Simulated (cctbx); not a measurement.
## Accept or mend?

Cell a = 8.1580 Å, b = 8.1580 Å, c = 8.1310 Å, α = 90.00°, β = 90.00°, γ = 120.00°; space group P6_3/mmc (no. 194).

Simulated single-crystal data (cctbx): Mo Kα, λ = 0.71073 Å, to d = 0.84 Å, 80 % of the full sphere, strongest reflection 40000 counts, noise from counting, a 4 % proportional error and a noise floor of 8 counts (s.d.); no absorption.

An anisotropic refinement with weights 1/σ² prints:

```text
Rint 0.032, 57 unique reflections to 1.32 A
cycle     R1     wR2    GooF  max shift (A)
   1  0.0065  0.0164   1.133   0.00130
   2  0.0063  0.0144   0.997   0.00000
final R1 0.0063 wR2 0.0144 GooF 0.997  parameters 18  data/parameter 3.2
atom        x        y        z      Ueq    occ   su(xyz)  su(Uiso or U11)
Re1    0.00000  0.00000  0.50000   0.0067  1.000  0.00000  0.0006
Re2    0.88863  0.11137  0.25000   0.0066  1.000  0.00003  0.0006
Nb1    0.54332  0.45668  0.25000   0.0076  1.000  0.00008  0.0007
Nb2    0.79943  0.20057  0.55496   0.0062  1.000  0.00012  0.0007
Be1    0.33333  0.66667  0.25000   0.0117  1.000  0.00000  0.0135  NPD
difference map: max 0.17 min -0.38 rms 0.09
Q1    0.9833  0.2349  0.1309   24    0.17  1.33 A from Re2
Q2    0.2059  0.5582  0.9993   24    0.17  1.34 A from Nb2
Q3    0.3074  0.6147  0.7500    6    0.17  1.59 A from Nb1
Q4    0.2543  0.5087  0.5899   12    0.17  1.40 A from Nb2
Q5    0.0310  0.0621  0.6689   12    0.15  1.31 A from Re2
Q6    0.9939  0.4970  0.2500    6    0.15  0.57 A from Nb1
```

**Question.** Can this result stand? If not, what is the likely fault?

Mend it. The fault: data cut at low resolution. Against the right model at the same level, R1 goes from 0.0065 to 0.0063 and GooF from 0.94 to 1.00 and Be1 goes non-positive-definite. The atoms are right, but there are too few data for the parameters: R1 flatters and the s.u.s grow. Data per parameter fall from 10.2 to 3.2.

The compound is BeNb9Re4. The right model at the same level gives:

```text
Rint 0.034, 184 unique reflections to 0.84 A
cycle     R1     wR2    GooF  max shift (A)
   1  0.0065  0.0147   0.965   0.00005
   2  0.0065  0.0144   0.942   0.00000
final R1 0.0065 wR2 0.0144 GooF 0.942  parameters 18  data/parameter 10.2
atom        x        y        z      Ueq    occ   su(xyz)  su(Uiso or U11)
Re1    0.00000  0.00000  0.50000   0.0063  1.000  0.00000  0.0001
Re2    0.88860  0.11140  0.25000   0.0064  1.000  0.00001  0.0001
Nb1    0.54335  0.45665  0.25000   0.0074  1.000  0.00003  0.0001
Nb2    0.79939  0.20061  0.55481   0.0062  1.000  0.00004  0.0001
Be1    0.33333  0.66667  0.25000   0.0169  1.000  0.00000  0.0033
difference map: max 0.51 min -0.66 rms 0.13
Q1    0.0000  0.5000  0.0000    6    0.51  2.12 A from Nb1
Q2    0.2755  0.5510  0.7500    6    0.49  1.51 A from Nb1
Q3    0.2077  0.6039  0.7500    6    0.38  0.85 A from Nb1
Q4    0.1571  0.4934  0.6006   24    0.37  1.49 A from Nb1
Q5    0.2482  0.6241  0.2500    6    0.36  0.60 A from Be1
Q6    0.0364  0.0728  0.1788   12    0.34  1.51 A from Re2
```

This is a model crystal, built by substitution and not relaxed, with assumed displacement parameters.

[Middle refinement cycles are left out of these outputs.]

[Logs are printed without paths, hosts, clocks, repeated set-up lines and the standing remarks that a program may print on its own settings, such as how far it seeks lower states.]
